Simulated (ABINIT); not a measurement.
# Calculated records

```cif
data_cl
_symmetry_space_group_name_H-M 'Cmce'
_symmetry_Int_Tables_number 64
_cell_length_a 6.2900
_cell_length_b 4.5000
_cell_length_c 8.2100
_cell_angle_alpha 90.000
_cell_angle_beta 90.000
_cell_angle_gamma 90.000
_cell_volume 232.38
loop_
_atom_site_label
_atom_site_type_symbol
_atom_site_symmetry_multiplicity
_atom_site_Wyckoff_symbol
_atom_site_fract_x
_atom_site_fract_y
_atom_site_fract_z
_atom_site_occupancy
Cl1 Cl 8 f 0.50000 0.63000 0.10000 1
_calc_subject 'Cl (Cmce): G0W0 with ABINIT, start to end'
_calc_method 'RPA screening on PBE, plane waves, norm-conserving pseudopotentials (and 2 further levels or steps)'
_calc_program 'ABINIT 10.8.3'
_calc_settings 'cutoff 25 Ha, PseudoDojo scalar-relativistic 0.4.1 standard, norm-conserving, ngkpt (4, 4, 1), nband 91, ecuteps 3.9 Ha, inclvkb 2, shiftk (0, 0, 0), symchi 1, awtr 1, frequency ppm, 4×4×1 k-mesh'
_calc_cost '5 runs, 68 s in all on 8 MPI ranks of Arm Neoverse V1, shared host'
_calc_notes 'The program’s warnings: nproc spkpt=  >= nkpt= * nsppol=. The cell and positions come from the Crystallography Open Database and are kept as given unless a step says otherwise. The 4×4×1 mesh is coarse for this cell, which bears on the long-range parts of exchange and screening.'
_calc_pbe_gap '2.46 eV, indirect'
_calc_g0w0_gap_on_the_mesh '5.70 eV'
_calc_gw_settings '4×4×1 mesh, 91 bands, screening to 106.1 eV, Godby-Needs plasmon pole'
_calc_known_limits 'short of the basis limit; coarse k mesh'
```

[Long decimals in the printed logs are rounded to 6 places.]

[Logs are printed without paths, hosts, clocks, repeated set-up lines and the standing remarks that a program may print on its own settings, such as how far it seeks lower states.]

[Paths, hosts, dates, memory and timing lines, banners, echoed tables and standing remarks are left out of the program output; an Ansatz launch command may be rebuilt from the run's recorded settings. Measured values are a selection of at most five: reports struck by readers or far from the other reports are left out. None is set beside runs whose start may be inverted or whose files or cutoffs have a known fault.]

[Runs of the session that timed out or met a known fault of the program may be left out.]

[Hosts, paths, dates, database ids (printed as entryN), source tags and the programs' standing remarks are cut or masked in the printed files.]

[G0W0 gaps are taken among the corrected bands and points alone; a level outside them can change the order at an edge.]

[Where Ansatz stands beside ABINIT at settings called matched, ABINIT's density can come from a denser mesh and the files from another edition; pairs whose starting gaps differed by over 0.03 eV were left out, so agreement reads better than it is.]
